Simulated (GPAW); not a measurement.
# A Ge chain with an Au atom bridging one bond: transmission at several levels

How well does a Ge chain with an Au atom bridging one bond conduct at low bias, and how far do basis and functional move the answer?

Calculated with GPAW 26.7.0; GPAW LCAO, PAW setups; Landauer transmission from Green's functions with principal layers (ASE), zero bias.

Most raw output is cut from this account.

## Step 1: The starting structure

The cell holds 11 atoms: 10 Ge and 1 Au. Its edges and angles: a = 9.000 Å, b = 9.000 Å, c = 23.700 Å, α = 90.0°, β = 90.0°, γ = 90.0°. Regions: left lead, 5 atoms (5 Ge); channel, 1 atom (1 Au); right lead, 5 atoms (5 Ge). Vacuum lies along a and b. The structure is stacked along c, and the current runs across the ab planes.

## Step 2: GPAW, dzp

Localised orbitals split the wire into layers that couple to their neighbours alone, which is what the Green's function method needs; double zeta with polarisation is the usual level for numbers.

The input, run.py:

```python
import json
import numpy as np
from ase import Atoms
from ase.transport.calculators import TransportCalculator
from gpaw import GPAW, FermiDirac
from gpaw.lcao.tools import get_lcao_hamiltonian
from scipy.linalg import eigh

# The junction with lead layers at both ends, along the third cell vector
device = Atoms(
    ['Ge', 'Ge', 'Ge', 'Ge', 'Ge', 'Au', 'Ge', 'Ge', 'Ge', 'Ge', 'Ge'],
    positions=[
        [4.50000, 4.50000, 1.17500],
        [4.50000, 4.50000, 3.52500],
        [4.50000, 4.50000, 5.87500],
        [4.50000, 4.50000, 8.22500],
        [4.50000, 4.50000, 10.57500],
        [6.56547, 4.50000, 11.85000],
        [4.50000, 4.50000, 13.12500],
        [4.50000, 4.50000, 15.47500],
        [4.50000, 4.50000, 17.82500],
        [4.50000, 4.50000, 20.17500],
        [4.50000, 4.50000, 22.52500]],
    cell=[[9.0, 0.0, 0.0], [0.0, 9.0, 0.0], [0.0, 0.0, 23.7]],
    pbc=True)

# One principal layer of the lead: the first 3 atoms of the device
lead = Atoms(
    ['Ge', 'Ge', 'Ge'],
    positions=[
        [4.50000, 4.50000, 1.17500],
        [4.50000, 4.50000, 3.52500],
        [4.50000, 4.50000, 5.87500]],
    cell=[[9.0, 0.0, 0.0], [0.0, 9.0, 0.0], [0.0, 0.0, 7.05]],
    pbc=True)

settings = dict(mode='lcao', basis='dzp', xc='PBE', h=0.2,
                occupations=FermiDirac(0.1), maxiter=250,
                mixer=dict(beta=0.1, nmaxold=8, weight=100.0),
                convergence=dict(density=0.0001))
energies = np.arange(-2, 2 + 1e-9, 0.05)
eta = 0.0001
n1, n2 = 1, 1
# k and -k transmit alike, so half of the mesh across the current serves
mesh = [(i, j) for i in range(n1) for j in range(n2) if (i, j) <= (-i % n1, -j % n2)]
weights = np.array([1 if (i, j) == (-i % n1, -j % n2) else 2 for i, j in mesh]) / (n1 * n2)

# [... helper functions left out ...]
fermi_lead = ground_state(lead, (1, 1, 16), 'lead.txt')
fermi_device = ground_state(device, (1, 1, 3), 'device.txt')
# [... loop over the mesh left out, but for ...]
        # Shift the lead onto the potential of the device's first layer
        shift = ((H[:, 0, 0] - H0[:, 0, 0]) / S0[0, 0]).real.mean()
# [...]
kT = 8.617333e-5 * 77
bias = [0.1, 0.2, 0.5, 1.0, 1.5, 2.0]
# [... integrals and printing left out ...]
```

On the command line:

```bash
$ OMP_NUM_THREADS=1 OPENBLAS_NUM_THREADS=1 python run.py
```

It took 23 s on 1 thread of Arm Neoverse V2, shared host; peak memory 0.81 GiB.

Numbers from this step:

```
conductance                                    : 2.502 G₀
largest coupling past the next principal layer : 9.77e-6 eV
largest misfit of the first principal layer    : 0.03951 eV
shift that aligns the lead                     : 0.03355 eV
basis functions of the junction                : 145
basis functions of a principal layer           : 39
transmission at the Fermi level (one spin)     : 2.503
```

One spin. The transmission, zone mean by energy, zero at the Fermi level:

```csv
energy (eV),"transmission, zone mean"
-2.000,0.954
-1.800,0.967
-1.600,0.974
-1.400,0.977
-1.200,0.979
-1.000,1.86
-0.800,2.08
-0.600,2.27
-0.400,2.40
-0.200,2.47
0.000,2.50
0.200,2.52
0.300,2.52
0.400,2.52
0.600,2.50
0.800,2.48
1.000,2.42
1.200,2.32
1.400,2.15
1.600,1.96
1.800,1.97
2.000,2.21
```

Not self-consistent under bias; the bias window is split evenly. The current through one cell, from the zero-bias transmission by bias:

```csv
bias (V),"current through one cell, from the zero-bias transmission (μA)"
0.100,19.4
0.200,38.8
0.500,96.7
1.000,192
1.500,284
2.000,370
```

The transmission of the three most open eigenchannels by energy, zero at the Fermi level:

| energy (eV) | channel 1 | channel 2 | channel 3 |
| --- | --- | --- | --- |
| -2.00 | 0.954 | 0 | 0 |
| -1.85 | 0.965 | 0 | 0 |
| -1.70 | 0.971 | 0 | 0 |
| -1.60 | 0.974 | 0 | 0 |
| -1.45 | 0.977 | 0 | 0 |
| -1.30 | 0.979 | 0 | 0 |
| -1.15 | 0.980 | 1.3e-9 | 3.5e-10 |
| -1.05 | 0.976 | 0.790 | 0.0981 |
| -0.90 | 0.975 | 0.796 | 0.188 |
| -0.75 | 0.976 | 0.891 | 0.272 |
| -0.60 | 0.975 | 0.928 | 0.371 |
| -0.50 | 0.975 | 0.935 | 0.434 |
| -0.35 | 0.975 | 0.936 | 0.511 |
| -0.20 | 0.975 | 0.934 | 0.560 |
| -0.05 | 0.975 | 0.934 | 0.588 |
| 0.00 | 0.975 | 0.934 | 0.594 |
| 0.05 | 0.975 | 0.934 | 0.598 |
| 0.20 | 0.975 | 0.934 | 0.606 |
| 0.35 | 0.975 | 0.934 | 0.607 |
| 0.50 | 0.975 | 0.934 | 0.603 |
| 0.60 | 0.975 | 0.933 | 0.595 |
| 0.75 | 0.975 | 0.933 | 0.577 |
| 0.90 | 0.975 | 0.934 | 0.544 |
| 1.05 | 0.975 | 0.936 | 0.490 |
| 1.15 | 0.975 | 0.938 | 0.437 |
| 1.30 | 0.975 | 0.941 | 0.326 |
| 1.45 | 0.976 | 0.944 | 0.176 |
| 1.60 | 0.976 | 0.946 | 0.0334 |
| 1.70 | 0.976 | 0.947 | 2.6e-4 |
| 1.85 | 0.976 | 0.948 | 0.0988 |
| 2.00 | 0.976 | 0.946 | 0.290 |

Couplings past the next layer reach 9.8e-6 eV, small enough to drop; the matrix elements of the cell's first layer differ from the bulk lead's by up to 0.040 eV. That layer keeps its own values in the calculation, and only beyond it is the lead taken as perfect. The Fermi levels of lead and junction count from different zeros of potential, one for each periodic cell; with both set to zero, the small remaining shift is what aligns them. Without spin-orbit coupling, which is large for these atoms, channel counts and T are those of the scalar-relativistic bands. By hand: G = 2.502 × 77.48 μS = 194 μS, a resistance of 5.16 kΩ; at 0.1 V a linear junction would pass 19.4 μA, and the integral over the bias window gives 19.4 μA.

## Step 3: GPAW, szp: basis = "szp(dzp)"

One radial function a shell plus polarisation makes the matrices smaller; the question is what that costs.

run.py, as its differences from that of step 2:

```diff
@@ -36,3 +36,3 @@
 
-settings = dict(mode='lcao', basis='dzp', xc='PBE', h=0.2,
+settings = dict(mode='lcao', basis='szp(dzp)', xc='PBE', h=0.2,
                 occupations=FermiDirac(0.1), maxiter=250,
```

Run time: 20 s. Hardware: 1 thread; peak memory 0.8 GiB.

Numbers from this step:

| Item | Value |
| --- | --- |
| conductance | 2.504 G₀ |
| largest coupling past the next principal layer | 9.47e-6 eV |
| largest misfit of the first principal layer | 0.04786 eV |
| shift that aligns the lead | 0.03869 eV |
| basis functions of the junction | 99 |
| basis functions of a principal layer | 27 |
| transmission at the Fermi level (one spin) | 2.504 |

One spin. The transmission, zone mean by energy, zero at the Fermi level:

```
energy (eV)  transmission, zone mean
      -2.00                    0.937
      -1.90                    0.953
      -1.80                    0.963
      -1.70                    0.969
      -1.55                    0.975
      -1.45                    0.978
      -1.35                    0.980
      -1.25                    0.981
      -1.15                    0.982
      -1.05                    0.982
      -1.00                     2.09
      -0.90                     1.97
      -0.80                     2.08
      -0.70                     2.20
      -0.60                     2.29
      -0.50                     2.37
      -0.40                     2.42
      -0.25                     2.47
      -0.15                     2.49
      -0.05                     2.50
       0.00                     2.50
       0.05                     2.51
       0.15                     2.51
       0.25                     2.52
       0.40                     2.52
       0.50                     2.52
       0.60                     2.52
       0.70                     2.51
       0.80                     2.50
       0.90                     2.49
       1.05                     2.47
       1.15                     2.45
       1.25                     2.42
       1.35                     2.39
       1.45                     2.35
       1.55                     2.30
       1.70                     2.20
       1.80                     2.11
       1.90                     2.03
       2.00                     1.96
```

Not self-consistent under bias; the bias window is split evenly. The current through one cell, from the zero-bias transmission by bias:

```
bias (V)  current through one cell, from the zero-bias transmission (μA)
   0.100                                                            19.4
   0.200                                                            38.8
   0.500                                                            96.9
   1.000                                                             193
   1.500                                                             285
   2.000                                                             373
```

Table of transmission of the three most open eigenchannels by energy, zero at the Fermi level:

```csv
energy (eV),channel 1,channel 2,channel 3
-2.000,0.937,0,0
-1.800,0.963,0,0
-1.600,0.973,0,0
-1.400,0.979,0,0
-1.200,0.982,5.8e-12,4.2e-12
-1.000,0.976,0.933,0.184
-0.800,0.978,0.863,0.244
-0.600,0.978,0.936,0.382
-0.400,0.977,0.935,0.508
-0.200,0.978,0.927,0.574
0.000,0.978,0.927,0.599
0.200,0.979,0.929,0.608
0.400,0.979,0.929,0.612
0.600,0.979,0.926,0.611
0.800,0.980,0.924,0.599
1.000,0.980,0.924,0.574
1.200,0.981,0.928,0.529
1.400,0.981,0.934,0.457
1.600,0.982,0.938,0.346
1.800,0.982,0.940,0.192
2.000,0.982,0.939,0.0400
```

The conductance equals that of the dzp run to 0.2 %.

## Step 4: Minimal basis

The minimal basis is the cheapest rung: no second zeta and no polarisation.

run.py, as its differences from that of step 3:

```diff
@@ -36,3 +36,3 @@
 
-settings = dict(mode='lcao', basis='szp(dzp)', xc='PBE', h=0.2,
+settings = dict(mode='lcao', basis='sz(dzp)', xc='PBE', h=0.2,
                 occupations=FermiDirac(0.1), maxiter=250,
```

The job ended after 15 s (1 thread; peak memory 0.74 GiB).

This step gave:

```yaml
conductance: 2.486 G₀
largest_coupling_past_the_next_principal_layer: 9.36e-6 eV
largest_misfit_of_the_first_principal_layer: 0.05398 eV
shift_that_aligns_the_lead: 0.03941 eV
basis_functions_of_the_junction: 46
basis_functions_of_a_principal_layer: 12
transmission_at_the_fermi_level_one_spin: 2.486
```

The conductance, 2.49 G₀, lies 0.6 % below that of the dzp run.

## Step 5: revPBE in the dzp basis: xc = "revPBE"

Back in the dzp basis, the functional changes from PBE to revPBE, to set the spread between functionals beside that between bases.

run.py, as its differences from that of step 4:

```diff
@@ -36,3 +36,3 @@
 
-settings = dict(mode='lcao', basis='sz(dzp)', xc='PBE', h=0.2,
+settings = dict(mode='lcao', basis='dzp', xc='revPBE', h=0.2,
                 occupations=FermiDirac(0.1), maxiter=250,
```

It took 22 s on 1 thread; peak memory 0.81 GiB.

This step gave:

```yaml
conductance: 2.492 G₀
largest_coupling_past_the_next_principal_layer: 9.82e-6 eV
largest_misfit_of_the_first_principal_layer: 0.03840 eV
shift_that_aligns_the_lead: 0.03291 eV
basis_functions_of_the_junction: 145
basis_functions_of_a_principal_layer: 39
transmission_at_the_fermi_level_one_spin: 2.492
```

One spin. The transmission, zone mean by energy, zero at the Fermi level:

energy (eV), transmission, zone mean and a bar from the least value:
```
    -2.00       0.96 
    -1.85       0.97 
    -1.70       0.97 
    -1.60       0.97 
    -1.45       0.98 
    -1.30       0.98 
    -1.15       0.98 
    -1.05       1.87 ##################
    -0.90       1.97 ####################
    -0.75       2.14 #######################
    -0.60       2.27 #########################
    -0.50       2.34 ###########################
    -0.35       2.41 ############################
    -0.20       2.46 #############################
    -0.05       2.49 ##############################
     0.00       2.49 ##############################
     0.05       2.50 ##############################
     0.20       2.51 ##############################
     0.35       2.51 ##############################
     0.50       2.51 ##############################
     0.60       2.50 ##############################
     0.75       2.48 #############################
     0.90       2.45 #############################
     1.05       2.40 ############################
     1.15       2.36 ###########################
     1.30       2.25 #########################
     1.45       2.11 ######################
     1.60       1.97 ####################
     1.70       1.92 ###################
     1.85       2.00 ####################
     2.00       2.19 ########################
```

The conductance, 2.49 G₀, lies 0.4 % below that of the dzp run.

## Step 6: All levels side by side

Times are for 1 thread of Arm Neoverse V2, shared host. The series side by side:

```csv
no.,run,conductance (G₀),time,memory (GiB)
1,dzp,2.502,23 s,0.81
2,szp,2.504,20 s,0.8
3,sz,2.486,15 s,0.74
4,dzp revPBE,2.492,22 s,0.81
```

## Step 7: Comparison

The curves are compared point by point over the common energies.

This step: comparison of transmission and cost over codes and levels (GPAW 26.7.0).

Ladder, by row:

```
      step  code  T at the Fermi level (sum over the listed spins)  conductance (G0)  r.m.s. T(E) from the first  wall time (s)  peak memory (GiB)  threads
       dzp  GPAW                                             2.503             2.502                           0          22.56               0.81        1
       szp  GPAW                                             2.504             2.504                       0.144          19.87                0.8        1
        sz  GPAW                                             2.486             2.486                      0.1038          15.23               0.74        1
dzp-revPBE  GPAW                                             2.492             2.492                    0.008552          22.43               0.81        1
```

Table of transmission, zone mean, sum over the listed spins by energy, zero at the Fermi level:

| energy (eV) | dzp | szp | sz | dzp-revPBE |
| --- | --- | --- | --- | --- |
| -2.00 | 0.954 | 0.937 | 0.946 | 0.957 |
| -1.85 | 0.965 | 0.958 | 0.964 | 0.967 |
| -1.70 | 0.971 | 0.969 | 0.974 | 0.972 |
| -1.50 | 0.976 | 0.976 | 0.980 | 0.976 |
| -1.35 | 0.978 | 0.980 | 0.983 | 0.978 |
| -1.20 | 0.979 | 0.982 | 0.985 | 0.980 |
| -1.05 | 1.86 | 0.982 | 2.08 | 1.87 |
| -0.90 | 1.96 | 1.97 | 1.97 | 1.97 |
| -0.70 | 2.19 | 2.20 | 2.21 | 2.19 |
| -0.55 | 2.31 | 2.33 | 2.34 | 2.31 |
| -0.40 | 2.40 | 2.42 | 2.42 | 2.39 |
| -0.25 | 2.46 | 2.47 | 2.46 | 2.45 |
| -0.10 | 2.49 | 2.49 | 2.48 | 2.48 |
| 0.00 | 2.50 | 2.50 | 2.49 | 2.49 |
| 0.10 | 2.51 | 2.51 | 2.49 | 2.50 |
| 0.25 | 2.52 | 2.52 | 2.49 | 2.51 |
| 0.30 | 2.52 | 2.52 | 2.49 | 2.51 |
| 0.40 | 2.52 | 2.52 | 2.49 | 2.51 |
| 0.55 | 2.51 | 2.52 | 2.49 | 2.50 |
| 0.70 | 2.49 | 2.51 | 2.48 | 2.49 |
| 0.90 | 2.45 | 2.49 | 2.46 | 2.45 |
| 1.05 | 2.40 | 2.47 | 2.44 | 2.40 |
| 1.20 | 2.32 | 2.44 | 2.41 | 2.33 |
| 1.35 | 2.20 | 2.39 | 2.37 | 2.21 |
| 1.50 | 2.04 | 2.32 | 2.32 | 2.06 |
| 1.70 | 1.92 | 2.20 | 2.22 | 1.92 |
| 1.85 | 2.02 | 2.07 | 2.13 | 2.00 |
| 2.00 | 2.21 | 1.96 | 2.02 | 2.19 |

## Step 8: Mixing 0.25

Mixing changes the road to self-consistency, not its end. The mixing history changes the road to self-consistency, not its end.

This step: GPAW LCAO, PAW setups; Landauer transmission from Green's functions with principal layers (ASE), zero bias (GPAW 26.7.0).

run.py, as its differences from that of step 5:

```diff
@@ -36,5 +36,5 @@
 
-settings = dict(mode='lcao', basis='dzp', xc='revPBE', h=0.2,
+settings = dict(mode='lcao', basis='dzp', xc='PBE', h=0.2,
                 occupations=FermiDirac(0.1), maxiter=250,
-                mixer=dict(beta=0.1, nmaxold=8, weight=100.0),
+                mixer=dict(beta=0.25, nmaxold=3, weight=100.0),
                 convergence=dict(density=0.0001))
```

Run time: 33 s. Hardware: 1 thread; peak memory 0.71 GiB.

This step gave:

```
conductance                                    : 2.502 G₀
largest coupling past the next principal layer : 9.77e-6 eV
largest misfit of the first principal layer    : 0.03942 eV
shift that aligns the lead                     : 0.03380 eV
transmission at the Fermi level (one spin)     : 2.503
```

[end of part 1 of 2]

[Logs are printed without paths, hosts, clocks, repeated set-up lines and the standing remarks that a program may print on its own settings, such as how far it seeks lower states.]

[Hosts, paths, dates, database ids (printed as entryN), source tags and the programs' standing remarks are cut or masked in the printed files.]
